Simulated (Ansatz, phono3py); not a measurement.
# NaI (Fm-3m): solver, mesh and scattering choices in phono3py, part 5 of 5

Aim: with force constants in hand, see how mesh, solver, isotopes and boundaries change the conductivity of NaI.

Measurements to reproduce:
- thermal conductivity 1.8 W/m/K near room temperature (given in “Combining the AFLOW GIBBS and Elastic Libraries to efficiently and robustly screen thermo-mechanical properties of solids”, 2017, arXiv:1611.05714)
- thermal conductivity 1.8 W/m/K near room temperature (given in “Predicting the lattice thermal conductivity of solids by solving the Boltzmann transport equation: AFLOW - AAPL an automated, accurate and efficient framework”, 2017, arXiv:1611.05481)

phono3py 4.10.0; DFT LDA, scalar-relativistic, plane waves, PAW; phono3py on Ansatz's force constants.

So far, κ at 300 K (W/m/K): step 2 (relaxation-time solution) 4.04; step 18 (Gaussian smearing, third order supercell 3×3×3, supercell 6×6×6) 3.83; step 19 (Gaussian smearing, third order supercell 3×3×3, supercell 6×6×6 (run 2)) 3.31; step 21 (without the dipole term, third order supercell 3×3×3, supercell 6×6×6) 4.12; step 22 (a changed mass, third order supercell 3×3×3, supercell 6×6×6) 3.25.

## Step 23: Mass disorder, third order supercell 3×3×3, supercell 6×6×6

A typed mass variance takes the place of the natural one on the sites of one element, as a model of more or less disorder.

File phono3py.yaml:

```yaml
phono3py:
  version: "4.10.0"
  frequency_unit_conversion_factor: 15.633302
  symmetry_tolerance: 1.00000e-05

physical_unit:
  atomic_mass: "AMU"
  length: "angstrom"

space_group:
  type: "Fm-3m"
  number: 225
  Hall_symbol: "-F 4 2 3"

primitive_matrix:
- [  1.000000000000000,  0.000000000000000,  0.000000000000000 ]
- [  0.000000000000000,  1.000000000000000,  0.000000000000000 ]
- [  0.000000000000000,  0.000000000000000,  1.000000000000000 ]

supercell_matrix:
- [   3,   0,   0 ]
- [   0,   3,   0 ]
- [   0,   0,   3 ]

# [primitive_cell block left out]
unit_cell:
  lattice:
  - [     0.000000000000000,     3.130543232700000,     3.130543232700000 ] # a
  - [     3.130543232700000,     0.000000000000000,     3.130543232700000 ] # b
  - [     3.130543232700000,     3.130543232700000,     0.000000000000000 ] # c
  points:
  - symbol: Na # 1
    coordinates: [  0.000000000000000,  0.000000000000000,  0.000000000000000 ]
    mass: 22.989769
    reduced_to: 1
  - symbol: I # 2
    coordinates: [  0.500000000000000,  0.500000000000000,  0.500000000000000 ]
    mass: 126.904470
    reduced_to: 2

# [supercell block left out]
phonon_supercell_matrix:
- [   6,   0,   0 ]
- [   0,   6,   0 ]
- [   0,   0,   6 ]

# [phonon_primitive_cell block left out]
# [phonon_supercell block left out]
nac:
  born_effective_charge:
  - # 1 (Na)
    - [  1.165172882023849,  0.000000000000000,  0.000000000000000 ]
    - [  0.000000000000000,  1.165172882023849,  0.000000000000000 ]
    - [  0.000000000000000,  0.000000000000000,  1.165172882023849 ]
  - # 2 (I)
    - [ -1.165172882023849,  0.000000000000000,  0.000000000000000 ]
    - [  0.000000000000000, -1.165172882023849,  0.000000000000000 ]
    - [  0.000000000000000,  0.000000000000000, -1.165172882023849 ]
  dielectric_constant:
    - [  3.615323588478362,  0.000000000000000,  0.000000000000000 ]
    - [  0.000000000000000,  3.615323588478362,  0.000000000000000 ]
    - [  0.000000000000000,  0.000000000000000,  3.615323588478362 ]
  unit_conversion_factor: 14.399645
```

Started as:

```sh
$ phono3py phono3py.yaml --mesh 17 17 17 --br --isotope --mv 0 0.1 --ts 100 150 200 300 400 500
```

The log of the run:

```text
[banner, memory and clock lines left out]
Rust backend (phonors) using rayon (16 threads).
Running in phono3py.load mode.
Spglib version 2.8.0
----------------------------- General settings -----------------------------
Run mode: conductivity-RTA
HDF5 data compression filter: gzip
Crystal structure was read from "phono3py.yaml".
Supercell (dim): [3 3 3]
Phonon supercell (dim-fc2): [6 6 6]
Primitive matrix:
  [1. 0. 0.]
  [0. 1. 0.]
  [0. 0. 1.]
Spacegroup: Fm-3m (225)
Use -v option to watch primitive cell, unit cell, and supercell structures.
NAC parameters were read from "phono3py.yaml".
fc3 was read from "fc3.hdf5".
fc2 was read from "fc2.hdf5".
----------------------------- Force constants ------------------------------
Max drift of fc3: 0.00000000 (zzz) 0.00000000 (zzz) 0.00000000 (zzz)
Max drift of fc2: -0.00000000 (xx) -0.00000000 (xx)
--------------------------- Calculation settings ---------------------------
Non-analytical term correction (NAC): True
NAC unit conversion factor:  14.39964
BZ integration: Tetrahedron-method
Temperature:  100.0  150.0  200.0  300.0  400.0 ... 500.0
Cutoff frequency: 0.01
Mesh sampling: [ 17 17 17 ]
Generating grid system ... [ 17 17 17 ]
fc3-r2q-transformation over three atoms: True
--------------------------- Phonon calculations ----------------------------
  PRB 50, 13035(R) (1994), PRB 55, 10355 (1997)
  G-cutoff distance: 1.05, Number of G-points: 307, Lambda: 0.21
Running harmonic phonon calculations...
-------------------- Lattice thermal conductivity (RTA) --------------------
Running heat capacity calculations...
Running velocity calculations...
Running isotope scattering calculations with tetrahedron method...
======================= Grid point 0 (1/165) =======================
q-point: ( 0.00  0.00  0.00)
Boundary mean free path (millimeter): 1000.000
Mass variance parameters: 0.00e+00 1.00e-01
Number of triplets: 165
Frequency     group velocity (x, y, z)     |gv|
   0.000   (   0.000    0.000    0.000)    0.000
   0.000   (   0.000    0.000    0.000)    0.000
   0.000   (   0.000    0.000    0.000)    0.000
   3.917   (   0.000    0.000    0.000)    0.000
   3.917   (   0.000    0.000    0.000)    0.000
   3.917   (   0.000    0.000    0.000)    0.000
======================= Grid point 1 (2/165) =======================
q-point: ( 0.06  0.00  0.00)
Boundary mean free path (millimeter): 1000.000
Mass variance parameters: 0.00e+00 1.00e-01
Number of triplets: 489
Frequency     group velocity (x, y, z)     |gv|
   0.304   ( -10.682   10.682   10.682)   18.501
   0.304   ( -10.682   10.682   10.682)   18.501
   0.447   ( -15.669   15.669   15.669)   27.139
   3.910   (   0.433   -0.433   -0.433)    0.751
   3.910   (   0.433   -0.433   -0.433)    0.751
   5.406   (   0.081   -0.081   -0.081)    0.141
[162 grid points left out]
======================= Grid point 1322 (165/165) =======================
q-point: ( 0.71  0.47  0.24)
Boundary mean free path (millimeter): 1000.000
Mass variance parameters: 0.00e+00 1.00e-01
Number of triplets: 1305
Frequency     group velocity (x, y, z)     |gv|
   1.486   (  -0.000    5.559    0.466)    5.578
   1.558   (   0.000   -4.915   -4.399)    6.596
   1.997   (  -0.000    2.827   -0.512)    2.872
   4.074   (   0.000   -0.738    6.098)    6.142
   4.151   (  -0.000    1.953    0.243)    1.968
   4.213   (   0.000   -0.737   -6.587)    6.628
=================== End of collection of collisions ===================
----------- Thermal conductivity (W/m-k) with tetrahedron method -----------
#  T(K)        xx         yy         zz         yz         xz         xy
  100.0       1.694      1.694      1.694     -0.000     -0.000      0.000
  150.0       1.367      1.367      1.367     -0.000     -0.000      0.000
  200.0       1.163      1.163      1.163     -0.000     -0.000      0.000
  300.0       0.915      0.915      0.915     -0.000     -0.000      0.000
  400.0       0.768      0.768      0.768     -0.000     -0.000      0.000
  500.0       0.668      0.668      0.668     -0.000     -0.000      0.000

Thermal conductivity related properties were written into
"kappa-m171717.hdf5".
Summary of calculation was written in "phono3py.yaml".
```

Wall time 8 s (16 threads of Intel Xeon 6975P-C (Granite Rapids), shared host); peak memory 0.21 GiB; 73 s of CPU time.

This step gave:

* κ at 300 K: 0.9154 W/m/K
* κ xx, yy, zz at 300 K: 0.9154, 0.9154, 0.9154 W/m/K

W/m/K. Kappa, by row:

| T (K) | xx | yy | zz | yz | xz | xy |
| --- | --- | --- | --- | --- | --- | --- |
| 100 | 1.694 | 1.694 | 1.694 | 0 | 0 | 0 |
| 150 | 1.367 | 1.367 | 1.367 | 0 | 0 | 0 |
| 200 | 1.163 | 1.163 | 1.163 | 0 | 0 | 0 |
| 300 | 0.9154 | 0.9154 | 0.9154 | 0 | 0 | 0 |
| 400 | 0.768 | 0.768 | 0.768 | 0 | 0 | 0 |
| 500 | 0.6682 | 0.6682 | 0.6682 | 0 | 0 | 0 |

κ at 300 K goes from 4.04 in the base run to 0.915 W/(m K).

## Step 24: A faulty attempt, third order supercell 3×3×3, supercell 6×6×6

This input was changed on purpose, to see how the program answers.

phono3py.yaml is that of step 23.

Started as:

```sh
$ phono3py phono3py.yaml --br --ts 300
```

The log of the run:

```text
Rust backend (phonors) using rayon (16 threads).
Running in phono3py.load mode.
Spglib version 2.8.0
----------------------------- General settings -----------------------------
Run mode: conductivity-RTA
HDF5 data compression filter: gzip
Crystal structure was read from "phono3py.yaml".
Supercell (dim): [3 3 3]
Phonon supercell (dim-fc2): [6 6 6]
Primitive matrix:
  [1. 0. 0.]
  [0. 1. 0.]
  [0. 0. 1.]
Spacegroup: Fm-3m (225)
Use -v option to watch primitive cell, unit cell, and supercell structures.

Mesh numbers have to be specified.

  ___ _ __ _ __ ___  _ __
 / _ \ '__| '__/ _ \| '__|
|  __/ |  | | | (_) | |
 \___|_|  |_|  \___/|_|
```

Elapsed: 2.4 s, on 16 threads; peak memory 0.21 GiB.

The run ended with an error.

The fault put into the input: no mesh.

## Step 25: What came out

```
κ at 300 K, RTA, natural isotopes, mesh 17×17×17 : 4.04 W/m/K
κ at 300 K, RTA, pure, mesh 17×17×17             : 4.04 W/m/K
κ at 300 K, LBTE, mesh 17×17×17                  : 4.32 W/m/K
κ at 300 K, with coherences, mesh 17×17×17       : 4.09 W/m/K
κ at 300 K, no dipole term, mesh 17×17×17        : 4.12 W/m/K
```

**Reading.** On these constants κ of NaI at 300 K is 4.04 W/(m K) in the base run, by relaxation time; smearing and coherences move that between 3.31 and 4.09. The full solution gives 4.32 W/(m K) (phono3py, mesh 17×17×17). On the same constants and mesh Ansatz's figure, which includes its coherence part, and phono3py's, which doesn't, differ by up to 2.5 %; with phono3py's own coherence part added, which is defined differently, the largest difference is 0.12 %. The last step of the mesh series (25 to 33) moves κ at 300 K by -2.0 %, while the coarsest mesh gives 259 % of the densest value. Normal processes make 61 % of the three-phonon scattering at 300 K, weighting modes by their heat capacity. A boundary length of 0.01 µm leaves 29 % of κ at 300 K. A boundary length of 0.03 µm leaves 48 % of κ at 300 K. Scaling the mass of Na by 1.25 at fixed force constants, a model exercise, multiplies the isotope-free κ by 0.805. A mass variance of 0.1 on the I sites, typed in place of the natural one, gives 23 % of the base value. A measured thermal conductivity near room temperature is 1.8 W/m/K (arXiv:1611.05714); the calculated 4.32 W/m/K differs by +140 %. The relaxed cell is 9 % smaller in volume than the database cell, which stiffens most phonons and usually raises κ; no run here tested that. Four-phonon, defect and boundary scattering, which are left out, would lower the calculated value; thermal expansion is left out too. The cell of these runs is 9 % smaller in volume than the database cell; frequencies and all that rests on them shift with it.

[Logs are printed without paths, hosts, clocks, repeated set-up lines and the standing remarks that a program may print on its own settings, such as how far it seeks lower states.]

[Hosts, paths, dates, database ids (printed as entryN), source tags and the programs' standing remarks are cut or masked in the printed files.]

[A step with changed settings may run another functional than the one named; its input shows which.]
